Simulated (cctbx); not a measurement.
# Lattice, Laue class and space group of a new crystal

Cell: a = 8.9980 Å, b = 8.9980 Å, c = 12.3160 Å, α = 90.00°, β = 90.00°, γ = 90.00°. Expected content of the cell: Gd4 Pr4 Ga4 Fe56.

The data are simulated with cctbx, not measured: Mo Kα, λ = 0.71073 Å, to d = 0.77 Å, 80 % of the full sphere, strongest reflection 20000 counts, noise from counting, a 1.5 % proportional error and a noise floor of 8 counts (s.d.); no absorption.

Tests on the unmerged data give:

```text
7312 reflections to d = 0.770 A
centring   violations  <I/sigma> of those
    A       2435 of  3645     12.3
    B       2420 of  3670     12.3
    C       2357 of  3601     11.4
    I       2334 of  3651     12.6
    R       3335 of  4859     13.2
    F       3606 of  5458     12.0
Laue class    unique    Rint  (classes that these axes allow; Friedel mates merged)
P -1             4400   0.024
P 1 2/m 1        2426   0.028
P 1 1 2/m        2391   0.028
P 2/m 1 1        2423   0.028
P m m m          1351   0.030
P 4/m            1208   0.030
P 4/m m m         733   0.031
space group    extra absences  I>4sigma  <I/sigma>
P 4 2 2                 0          0         -  acentric
P 4 21 2               18          0       0.2  acentric
P 42 2 2               13          0      -0.3  acentric
P 42 21 2              31          0       0.0  acentric
P 4 m m                 0          0         -  acentric
P 42 n m              463          0      -0.0  acentric
P -4 2 m                0          0         -  acentric
P -4 21 m              18          0       0.2  acentric
P -4 m 2                0          0         -  acentric
P -4 n 2              463          0      -0.0  acentric
P 4/m m m               0          0         -  centric
P 42/m n m            463          0      -0.0  centric
Wilson B = 1.26 A^2   <|E^2-1|> = 0.886 (0.968 centric, 0.736 acentric)   E^2>4: 2.6 %
shell (A)         n   <I/sigma>
12.32 - 1.54    115     50.4
 1.54 - 1.22     98     53.7
 1.22 - 1.07     87     41.1
 1.07 - 0.97     92     41.5
 0.97 - 0.90     82     32.6
 0.90 - 0.85     87     27.4
 0.85 - 0.81     84     30.9
 0.81 - 0.77     88     27.7
```

**Question.** What are the lattice type, the Laue class and the likely space group?

Every centring test has many violations, so the lattice is primitive.

Rint stays low (0.024 to 0.031) up to P 4/m m m, the highest class in these axes.

12 settings pass the absence test. The most absences obeyed, 463, belong to P 42 n m, P -4 n 2 and P 42/m n m, which absences can't tell apart.

⟨|E²−1|⟩ = 0.886 leans to a centrosymmetric structure. The Wilson B of 1.26 Å² means U ≈ 0.0160 Å².

The true group is P4_2/mnm (no. 136), Laue class 4/mmm, centrosymmetric. The tables only narrow the choice to the tied entries; cell content, site symmetry and trial solutions must settle it.

This is a model crystal, built by substitution and not relaxed, with assumed displacement parameters.

[Logs are printed without paths, hosts, clocks, repeated set-up lines and the standing remarks that a program may print on its own settings, such as how far it seeks lower states.]
